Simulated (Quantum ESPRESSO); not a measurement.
# How the Hubbard U moves the magnetism of MnF2

Two starts of MnF2 are run at each rung of the Hubbard U.

Main program and level: Quantum ESPRESSO 7.5; LDA; plane waves with GBRV 1.5 LDA potentials, no spin-orbit coupling (settings of the first rung).

**1. The structure**

Symmetry: P4_2/mnm, No. 136, tetragonal system. Conventional cell: a = 4.874 Å, b = 4.874 Å, c = 3.311 Å, α = 90.00°, β = 90.00°, γ = 90.00°. Nearest to Mn lie 6 F at 2.10 to 2.13 Å. F has 3 Mn at 2.10 to 2.13 Å nearest. Farther neighbours, and contacts between anions beyond the nearest, are not listed.

Coordinates:

```cif
data_structure
_symmetry_space_group_name_H-M 'P4_2/mnm'
_symmetry_Int_Tables_number 136
_cell_length_a 4.8738
_cell_length_b 4.8738
_cell_length_c 3.3107
_cell_angle_alpha 90.000
_cell_angle_beta 90.000
_cell_angle_gamma 90.000
_cell_volume 78.64
loop_
_atom_site_label
_atom_site_type_symbol
_atom_site_symmetry_multiplicity
_atom_site_Wyckoff_symbol
_atom_site_fract_x
_atom_site_fract_y
_atom_site_fract_z
_atom_site_occupancy
Mn1 Mn 2 a 0.00000 0.00000 0.00000 1
F1 F 4 f 0.30530 0.30530 0.00000 1
```

**2. Rung 1, start ferro ++**

pw.in

```
&CONTROL
  calculation = 'scf'
  prefix = 'pwscf'
  outdir = './tmp'
  pseudo_dir = './pseudo'
  disk_io = 'nowf'
/
&SYSTEM
  ibrav = 0
  nat = 6
  ntyp = 2
  ecutwfc = 40
  ecutrho = 280
  nbnd = 44
  occupations = 'smearing'
  smearing = 'fd'
  degauss = 0.00999582
  nspin = 2
  starting_magnetization(1) = 0.3
  starting_magnetization(2) = 0
/
&ELECTRONS
  conv_thr = 1.2d-08
  electron_maxstep = 150
  mixing_beta = 0.3
/
ATOMIC_SPECIES
Mn     54.9380 mn_lda_v1.5.uspp.F.UPF
F      18.9984 f_lda_v1.4.uspp.F.UPF
CELL_PARAMETERS angstrom
   4.8738000000    0.0000000000    0.0000000000
   0.0000000000    4.8738000000    0.0000000000
   0.0000000000    0.0000000000    3.3107000000
ATOMIC_POSITIONS crystal
Mn      0.0000000000    0.0000000000    0.0000000000
Mn      0.5000000000    0.5000000000    0.5000000000
F       0.3053000000    0.3053000000    0.0000000000
F       0.1947000000    0.8053000000    0.5000000000
F       0.6947000000    0.6947000000    0.0000000000
F       0.8053000000    0.1947000000    0.5000000000
K_POINTS automatic
6 6 6 0 0 0
```

On the command line:

```console
> OMP_NUM_THREADS=1 mpirun -n 2 pw.x -nk 2 -in pw.in > pw.out
```

The program printed:

```text
Program PWSCF v.7.5 starts

     Message from routine setup:
     using ibrav=0 with symmetry is DISCOURAGED, use correct ibrav instead

     K-points division:     npool     =       2
     Subspace diagonalization in iterative solution of the eigenvalue problem:

     bravais-lattice index     =            0
     lattice parameter (alat)  =       9.2101  a.u.
     unit-cell volume          =     530.7034 (a.u.)^3
     number of atoms/cell      =            6
     number of atomic types    =            2
     number of electrons       =        58.00
     number of Kohn-Sham states=           44
     kinetic-energy cutoff     =      40.0000  Ry
     charge density cutoff     =     280.0000  Ry
     scf convergence threshold =      1.2E-08
     mixing beta               =       0.3000
     number of iterations used =            8  plain     mixing
     Exchange-correlation=  SLA  PZ   NOGX NOGC
                           (   1   1   0   0   0   0   0)

     celldm(1)=   9.210147  celldm(2)=   0.000000  celldm(3)=   0.000000
     celldm(4)=   0.000000  celldm(5)=   0.000000  celldm(6)=   0.000000

     crystal axes: (cart. coord. in units of alat)
               a(1) = (   1.000000   0.000000   0.000000 )
               a(2) = (   0.000000   1.000000   0.000000 )
               a(3) = (   0.000000   0.000000   0.679285 )

     reciprocal axes: (cart. coord. in units 2 pi/alat)
               b(1) = (  1.000000  0.000000  0.000000 )
               b(2) = (  0.000000  1.000000  0.000000 )
               b(3) = (  0.000000  0.000000  1.472136 )

     PseudoPot. # 1 for Mn read from file:
     mn_lda_v1.5.uspp.F.UPF
     Pseudo is Ultrasoft + core correction, Zval = 15.0

     PseudoPot. # 2 for F  read from file:
     f_lda_v1.4.uspp.F.UPF
     Pseudo is Ultrasoft, Zval =  7.0

     atomic species   valence    mass     pseudopotential
     Mn               15.00    54.93800     Mn( 1.00)
     F                 7.00    18.99840     F ( 1.00)

     Starting magnetic structure
     atomic species   magnetization
     Mn              0.300
     F               0.000

     16 Sym. Ops., with inversion, found ( 8 have fractional translation)

   Cartesian axes

     site n.     atom                  positions (alat units)
         1        Mn     tau(   1) = (   0.0000000   0.0000000   0.0000000  )
         2        Mn     tau(   2) = (   0.5000000   0.5000000   0.3396426  )
         3        F      tau(   3) = (   0.3053000   0.3053000   0.0000000  )
         4        F      tau(   4) = (   0.1947000   0.8053000   0.3396426  )
         5        F      tau(   5) = (   0.6947000   0.6947000   0.0000000  )
         6        F      tau(   6) = (   0.8053000   0.1947000   0.3396426  )

     number of k points=    40  Fermi-Dirac smearing, width (Ry)=  0.0100
                       cart. coord. in units 2pi/alat
        k(    1) = (   0.0000000   0.0000000   0.0000000), wk =   0.0046296
        k(    2) = (   0.0000000   0.0000000   0.2453560), wk =   0.0092593
        k(    3) = (   0.0000000   0.0000000   0.4907119), wk =   0.0092593
        k(    4) = (   0.0000000   0.0000000  -0.7360679), wk =   0.0046296
        k(    5) = (   0.0000000   0.1666667   0.0000000), wk =   0.0185185
        [... 35 further k-points ...]

     Dense  grid:    42069 G-vectors     FFT dimensions: (  50,  50,  36)

     Smooth grid:    18157 G-vectors     FFT dimensions: (  40,  40,  30)

     Check: negative core charge=   -0.000039
     Generating pointlists ...
     new r_m :   0.1781 (alat units)  1.6403 (a.u.) for type    1
     new r_m :   0.1781 (alat units)  1.6403 (a.u.) for type    2

     Initial potential from superposition of free atoms

     starting charge      56.9999, renormalised to      58.0000
     Starting wfcs are   42 randomized atomic wfcs +    2 random wfcs

     Self-consistent Calculation

     iteration #  1     ecut=    40.00 Ry     beta= 0.30
     Davidson diagonalization with overlap
     ethr =  1.00E-02,  avg # of iterations =  5.0

     Threshold (ethr) on eigenvalues was too large:
     Diagonalizing with lowered threshold

     Davidson diagonalization with overlap
     ethr =  7.52E-04,  avg # of iterations =  1.1

     total energy              =    -616.80137830 Ry
     estimated scf accuracy    <       0.44397803 Ry

     total magnetization       =     9.96 Bohr mag/cell
     absolute magnetization    =     9.96 Bohr mag/cell

     iteration #  2     ecut=    40.00 Ry     beta= 0.30
     Davidson diagonalization with overlap
     ethr =  7.65E-04,  avg # of iterations =  1.6

     total energy              =    -616.88146191 Ry
     estimated scf accuracy    <       0.04481133 Ry

     total magnetization       =     9.99 Bohr mag/cell
     absolute magnetization    =     9.99 Bohr mag/cell

     [... further iterations left out ...]

     iteration #  9     ecut=    40.00 Ry     beta= 0.30
     Davidson diagonalization with overlap
     ethr =  1.73E-09,  avg # of iterations =  2.0

     negative rho (up, down):  0.000E+00 1.225E-03

     total energy              =    -616.88886631 Ry
     estimated scf accuracy    <       0.00000002 Ry

     total magnetization       =    10.00 Bohr mag/cell
     absolute magnetization    =    10.00 Bohr mag/cell

     iteration # 10     ecut=    40.00 Ry     beta= 0.30
     Davidson diagonalization with overlap
     ethr =  3.11E-11,  avg # of iterations =  2.6

     negative rho (up, down):  0.000E+00 1.225E-03

     Magnetic moment per site  (integrated on atomic sphere of radius R)
     atom   1 (R=0.178)  charge= 12.3419  magn=  4.1623
     atom   2 (R=0.178)  charge= 12.3419  magn=  4.1623
     atom   3 (R=0.178)  charge=  6.6747  magn=  0.1126
     atom   4 (R=0.178)  charge=  6.6747  magn=  0.1126
     atom   5 (R=0.178)  charge=  6.6747  magn=  0.1126
     atom   6 (R=0.178)  charge=  6.6747  magn=  0.1126

     End of self-consistent calculation

     [... lines left out ...]
     the Fermi energy is     7.5093 ev

!    total energy              =    -616.88886632 Ry
     estimated scf accuracy    <          6.2E-09 Ry
     smearing contrib. (-TS)   =      -0.00025470 Ry
     internal energy E=F+TS    =    -616.88861162 Ry

     The total energy is F=E-TS. E is the sum of the following terms:
     one-electron contribution =    -375.16529143 Ry
     hartree contribution      =     211.90911005 Ry
     xc contribution           =     -89.44609129 Ry
     ewald contribution        =    -364.18633894 Ry

     total magnetization       =    10.00 Bohr mag/cell
     absolute magnetization    =    10.00 Bohr mag/cell

     convergence has been achieved in  10 iterations

=------------------------------------------------------------------------------=
   JOB DONE.
=------------------------------------------------------------------------------=
```

Run time: 77 s. Hardware: 2 MPI ranks of Arm Neoverse V1, shared host; peak memory 0.3 GiB; 2.6 min of CPU time.

Spin moment in the atom's sphere by atom:

| atom | spin moment in the atom's sphere (μB) |
| --- | --- |
| Mn1 | 4.16 |
| Mn2 | 4.16 |
| F3 | 0.11 |
| F4 | 0.11 |
| F5 | 0.11 |
| F6 | 0.11 |

Numbers from this step:

- magnetization: 9.998 μB
- final state: ferromagnetic

**3. Rung 1, start antiferro +-**

pw.in, as its differences from that of step 2:

```diff
@@ -10,6 +10,6 @@
   nat = 6
-  ntyp = 2
+  ntyp = 3
   ecutwfc = 40
   ecutrho = 280
-  nbnd = 44
+  nbnd = 39
   occupations = 'smearing'
@@ -19,3 +19,4 @@
   starting_magnetization(1) = 0.3
-  starting_magnetization(2) = 0
+  starting_magnetization(2) = -0.3
+  starting_magnetization(3) = 0
 /
@@ -27,3 +28,4 @@
 ATOMIC_SPECIES
-Mn     54.9380 mn_lda_v1.5.uspp.F.UPF
+Mn1    54.9380 mn_lda_v1.5.uspp.F.UPF
+Mn2    54.9380 mn_lda_v1.5.uspp.F.UPF
 F      18.9984 f_lda_v1.4.uspp.F.UPF
@@ -34,4 +36,4 @@
 ATOMIC_POSITIONS crystal
-Mn      0.0000000000    0.0000000000    0.0000000000
-Mn      0.5000000000    0.5000000000    0.5000000000
+Mn1     0.0000000000    0.0000000000    0.0000000000
+Mn2     0.5000000000    0.5000000000    0.5000000000
 F       0.3053000000    0.3053000000    0.0000000000
```

The program printed:

```text
     [... lines left out ...]
Program PWSCF v.7.5 starts
     [... lines left out ...]
     number of atoms/cell      =            6
     [... lines left out ...]
     number of electrons       =        58.00
     number of Kohn-Sham states=           39
     kinetic-energy cutoff     =      40.0000  Ry
     charge density cutoff     =     280.0000  Ry
     scf convergence threshold =      1.2E-08
     [... lines left out ...]
      8 Sym. Ops., with inversion, found
     [... lines left out ...]
     number of k points=    52  Fermi-Dirac smearing, width (Ry)=  0.0100
     [... lines left out ...]
     iteration #  9     ecut=    40.00 Ry     beta= 0.30
     [... lines left out ...]
     Magnetic moment per site  (integrated on atomic sphere of radius R)
     atom   1 (R=0.178)  charge= 12.3454  magn=  4.1129
     atom   2 (R=0.178)  charge= 12.3454  magn= -4.1128
     atom   3 (R=0.178)  charge=  6.6718  magn= -0.0341
     atom   4 (R=0.178)  charge=  6.6718  magn=  0.0341
     atom   5 (R=0.178)  charge=  6.6718  magn= -0.0341
     atom   6 (R=0.178)  charge=  6.6718  magn=  0.0341
     [... lines left out ...]
     the Fermi energy is     7.4248 ev
!    total energy              =    -616.89882893 Ry
     estimated scf accuracy    <          5.3E-09 Ry
     smearing contrib. (-TS)   =      -0.00007249 Ry
     [... lines left out ...]
     total magnetization       =     0.00 Bohr mag/cell
     absolute magnetization    =     9.52 Bohr mag/cell
     convergence has been achieved in   9 iterations
```

The job ended after 69 s (2 MPI ranks; peak memory 0.43 GiB; 2.3 min of CPU time).

Spin moment in the atom's sphere by atom:

| atom | spin moment in the atom's sphere (μB) |
| --- | --- |
| Mn1 | 4.11 |
| Mn2 | -4.11 |
| F3 | -0.03 |
| F4 | 0.03 |
| F5 | -0.03 |
| F6 | 0.03 |

Read from the output:

* magnetization: 0 μB
* final state: antiferromagnetic

**4. Rung 2, start ferro ++**

pw.in, as its differences from that of step 3:

```diff
@@ -10,6 +10,6 @@
   nat = 6
-  ntyp = 3
+  ntyp = 2
   ecutwfc = 40
   ecutrho = 280
-  nbnd = 39
+  nbnd = 44
   occupations = 'smearing'
@@ -19,4 +19,3 @@
   starting_magnetization(1) = 0.3
-  starting_magnetization(2) = -0.3
-  starting_magnetization(3) = 0
+  starting_magnetization(2) = 0
 /
@@ -28,4 +27,3 @@
 ATOMIC_SPECIES
-Mn1    54.9380 mn_lda_v1.5.uspp.F.UPF
-Mn2    54.9380 mn_lda_v1.5.uspp.F.UPF
+Mn     54.9380 mn_lda_v1.5.uspp.F.UPF
 F      18.9984 f_lda_v1.4.uspp.F.UPF
@@ -36,4 +34,4 @@
 ATOMIC_POSITIONS crystal
-Mn1     0.0000000000    0.0000000000    0.0000000000
-Mn2     0.5000000000    0.5000000000    0.5000000000
+Mn      0.0000000000    0.0000000000    0.0000000000
+Mn      0.5000000000    0.5000000000    0.5000000000
 F       0.3053000000    0.3053000000    0.0000000000
@@ -44 +42,3 @@
 6 6 6 0 0 0
+HUBBARD {ortho-atomic}
+U Mn-3d 1.5000
```

The program printed:

```text
     [... lines left out ...]
Program PWSCF v.7.5 starts
     [... lines left out ...]
     number of atoms/cell      =            6
     [... lines left out ...]
     number of electrons       =        58.00
     number of Kohn-Sham states=           44
     kinetic-energy cutoff     =      40.0000  Ry
     charge density cutoff     =     280.0000  Ry
     scf convergence threshold =      1.2E-08
     [... lines left out ...]
     16 Sym. Ops., with inversion, found ( 8 have fractional translation)
     [... lines left out ...]
     number of k points=    40  Fermi-Dirac smearing, width (Ry)=  0.0100
     [... lines left out ...]
     iteration # 11     ecut=    40.00 Ry     beta= 0.30
     [... lines left out ...]
     Magnetic moment per site  (integrated on atomic sphere of radius R)
     atom   1 (R=0.178)  charge= 12.3343  magn=  4.1890
     atom   2 (R=0.178)  charge= 12.3343  magn=  4.1890
     atom   3 (R=0.178)  charge=  6.6805  magn=  0.0982
     atom   4 (R=0.178)  charge=  6.6805  magn=  0.0982
     atom   5 (R=0.178)  charge=  6.6805  magn=  0.0982
     atom   6 (R=0.178)  charge=  6.6805  magn=  0.0982
     [... lines left out ...]
     Tr[ns(  1)] (up, down, total) =   4.98380  0.24192  5.22572
     [... lines left out ...]
     Tr[ns(  2)] (up, down, total) =   4.98380  0.24192  5.22572
     [... lines left out ...]
     the Fermi energy is     7.2645 ev
!    total energy              =    -616.86062341 Ry
     estimated scf accuracy    <          6.3E-10 Ry
     smearing contrib. (-TS)   =      -0.00002509 Ry
     [... lines left out ...]
     total magnetization       =    10.00 Bohr mag/cell
     absolute magnetization    =    10.00 Bohr mag/cell
     convergence has been achieved in  11 iterations
```

It took 85 s on 2 MPI ranks; peak memory 0.37 GiB; 2.8 min of CPU time.

Read from the output:

```yaml
magnetization: 10 μB
final_state: ferromagnetic
largest_moment: 4.189 μB
```

**5. Rung 2, start antiferro +-**

pw.in, as its differences from that of step 4:

```diff
@@ -10,6 +10,6 @@
   nat = 6
-  ntyp = 2
+  ntyp = 3
   ecutwfc = 40
   ecutrho = 280
-  nbnd = 44
+  nbnd = 39
   occupations = 'smearing'
@@ -19,3 +19,4 @@
   starting_magnetization(1) = 0.3
-  starting_magnetization(2) = 0
+  starting_magnetization(2) = -0.3
+  starting_magnetization(3) = 0
 /
@@ -27,3 +28,4 @@
 ATOMIC_SPECIES
-Mn     54.9380 mn_lda_v1.5.uspp.F.UPF
+Mn1    54.9380 mn_lda_v1.5.uspp.F.UPF
+Mn2    54.9380 mn_lda_v1.5.uspp.F.UPF
 F      18.9984 f_lda_v1.4.uspp.F.UPF
@@ -34,4 +36,4 @@
 ATOMIC_POSITIONS crystal
-Mn      0.0000000000    0.0000000000    0.0000000000
-Mn      0.5000000000    0.5000000000    0.5000000000
+Mn1     0.0000000000    0.0000000000    0.0000000000
+Mn2     0.5000000000    0.5000000000    0.5000000000
 F       0.3053000000    0.3053000000    0.0000000000
@@ -43,2 +45,3 @@
 HUBBARD {ortho-atomic}
-U Mn-3d 1.5000
+U Mn1-3d 1.5000
+U Mn2-3d 1.5000
```

The program printed:

```text
     [... lines left out ...]
Program PWSCF v.7.5 starts
     [... lines left out ...]
     number of atoms/cell      =            6
     [... lines left out ...]
     number of electrons       =        58.00
     number of Kohn-Sham states=           39
     kinetic-energy cutoff     =      40.0000  Ry
     charge density cutoff     =     280.0000  Ry
     scf convergence threshold =      1.2E-08
     [... lines left out ...]
      8 Sym. Ops., with inversion, found
     [... lines left out ...]
     number of k points=    52  Fermi-Dirac smearing, width (Ry)=  0.0100
     [... lines left out ...]
     iteration # 11     ecut=    40.00 Ry     beta= 0.30
     [... lines left out ...]
     Magnetic moment per site  (integrated on atomic sphere of radius R)
     atom   1 (R=0.178)  charge= 12.3370  magn=  4.1615
     atom   2 (R=0.178)  charge= 12.3370  magn= -4.1615
     atom   3 (R=0.178)  charge=  6.6787  magn= -0.0301
     atom   4 (R=0.178)  charge=  6.6787  magn=  0.0301
     atom   5 (R=0.178)  charge=  6.6787  magn= -0.0301
     atom   6 (R=0.178)  charge=  6.6787  magn=  0.0301
     [... lines left out ...]
     Tr[ns(  1)] (up, down, total) =   4.97652  0.26136  5.23788
     [... lines left out ...]
     Tr[ns(  2)] (up, down, total) =   0.26136  4.97652  5.23788
     [... lines left out ...]
     the Fermi energy is     7.2248 ev
!    total energy              =    -616.86687595 Ry
     estimated scf accuracy    <          3.0E-10 Ry
     smearing contrib. (-TS)   =      -0.00000396 Ry
     [... lines left out ...]
     total magnetization       =    -0.00 Bohr mag/cell
     absolute magnetization    =     9.62 Bohr mag/cell
     convergence has been achieved in  11 iterations
```

The job ended after 85 s (2 MPI ranks; peak memory 0.46 GiB).

Read from the output:

| Quantity | Value |
| --- | --- |
| magnetization | 0 μB |
| final state | antiferromagnetic |
| largest moment | 4.162 μB |

**6. Rung 3, start ferro ++**

pw.in

```
&CONTROL
  calculation = 'scf'
  prefix = 'pwscf'
  outdir = './tmp'
  pseudo_dir = './pseudo'
  disk_io = 'nowf'
/
&SYSTEM
  ibrav = 0
  nat = 6
  ntyp = 2
  ecutwfc = 40
  ecutrho = 280
  nbnd = 44
  occupations = 'smearing'
  smearing = 'fd'
  degauss = 0.00999582
  nspin = 2
  starting_magnetization(1) = 0.3
  starting_magnetization(2) = 0
/
&ELECTRONS
  conv_thr = 1.2d-08
  electron_maxstep = 150
  mixing_beta = 0.3
/
ATOMIC_SPECIES
Mn     54.9380 mn_lda_v1.5.uspp.F.UPF
F      18.9984 f_lda_v1.4.uspp.F.UPF
CELL_PARAMETERS angstrom
   4.8738000000    0.0000000000    0.0000000000
   0.0000000000    4.8738000000    0.0000000000
   0.0000000000    0.0000000000    3.3107000000
ATOMIC_POSITIONS crystal
Mn      0.0000000000    0.0000000000    0.0000000000
Mn      0.5000000000    0.5000000000    0.5000000000
F       0.3053000000    0.3053000000    0.0000000000
F       0.1947000000    0.8053000000    0.5000000000
F       0.6947000000    0.6947000000    0.0000000000
F       0.8053000000    0.1947000000    0.5000000000
K_POINTS automatic
6 6 6 0 0 0
HUBBARD {ortho-atomic}
U Mn-3d 3.0000
```

The program printed:

```text
     [... lines left out ...]
Program PWSCF v.7.5 starts
     [... lines left out ...]
     number of atoms/cell      =            6
     [... lines left out ...]
     number of electrons       =        58.00
     number of Kohn-Sham states=           44
     kinetic-energy cutoff     =      40.0000  Ry
     charge density cutoff     =     280.0000  Ry
     scf convergence threshold =      1.2E-08
     [... lines left out ...]
     16 Sym. Ops., with inversion, found ( 8 have fractional translation)
     [... lines left out ...]
     number of k points=    40  Fermi-Dirac smearing, width (Ry)=  0.0100
     [... lines left out ...]
     iteration # 11     ecut=    40.00 Ry     beta= 0.30
     [... lines left out ...]
     Magnetic moment per site  (integrated on atomic sphere of radius R)
     atom   1 (R=0.178)  charge= 12.3272  magn=  4.2110
     atom   2 (R=0.178)  charge= 12.3272  magn=  4.2110
     atom   3 (R=0.178)  charge=  6.6856  magn=  0.0853
     atom   4 (R=0.178)  charge=  6.6856  magn=  0.0853
     atom   5 (R=0.178)  charge=  6.6856  magn=  0.0853
     atom   6 (R=0.178)  charge=  6.6856  magn=  0.0853
     [... lines left out ...]
     Tr[ns(  1)] (up, down, total) =   4.98623  0.21713  5.20336
     [... lines left out ...]
     Tr[ns(  2)] (up, down, total) =   4.98623  0.21713  5.20336
     [... lines left out ...]
     the Fermi energy is     7.0028 ev
!    total energy              =    -616.83527355 Ry
     estimated scf accuracy    <          7.2E-10 Ry
     smearing contrib. (-TS)   =      -0.00000459 Ry
     [... lines left out ...]
     total magnetization       =    10.00 Bohr mag/cell
     absolute magnetization    =    10.00 Bohr mag/cell
     convergence has been achieved in  11 iterations
```

It took 86 s on 2 MPI ranks; peak memory 0.34 GiB.

Read from the output:

```yaml
magnetization: 10 μB
final_state: ferromagnetic
largest_moment: 4.211 μB
```

(Continued in part 2 of 3.)

[Long decimals in the printed logs are rounded to 6 places.]

[Logs and program files are shortened in this print: banners, set-up blocks, solver, clock and traceback lines can be left out without a mark of their own.]

[Logs are printed without paths, hosts, clocks, repeated set-up lines and the standing remarks that a program may print on its own settings, such as how far it seeks lower states.]

[Hosts, paths, dates, database ids (printed as entryN), source tags and the programs' standing remarks are cut or masked in the printed files.]

[Where the starting crystal was built by hand or by swapping elements, it need not be the compound's stable phase.]

[Where a cell is said to come from a database of computed structures, the database is the Materials Project.]

[Lattice constants that a cell's source calls measured were typed from memory.]
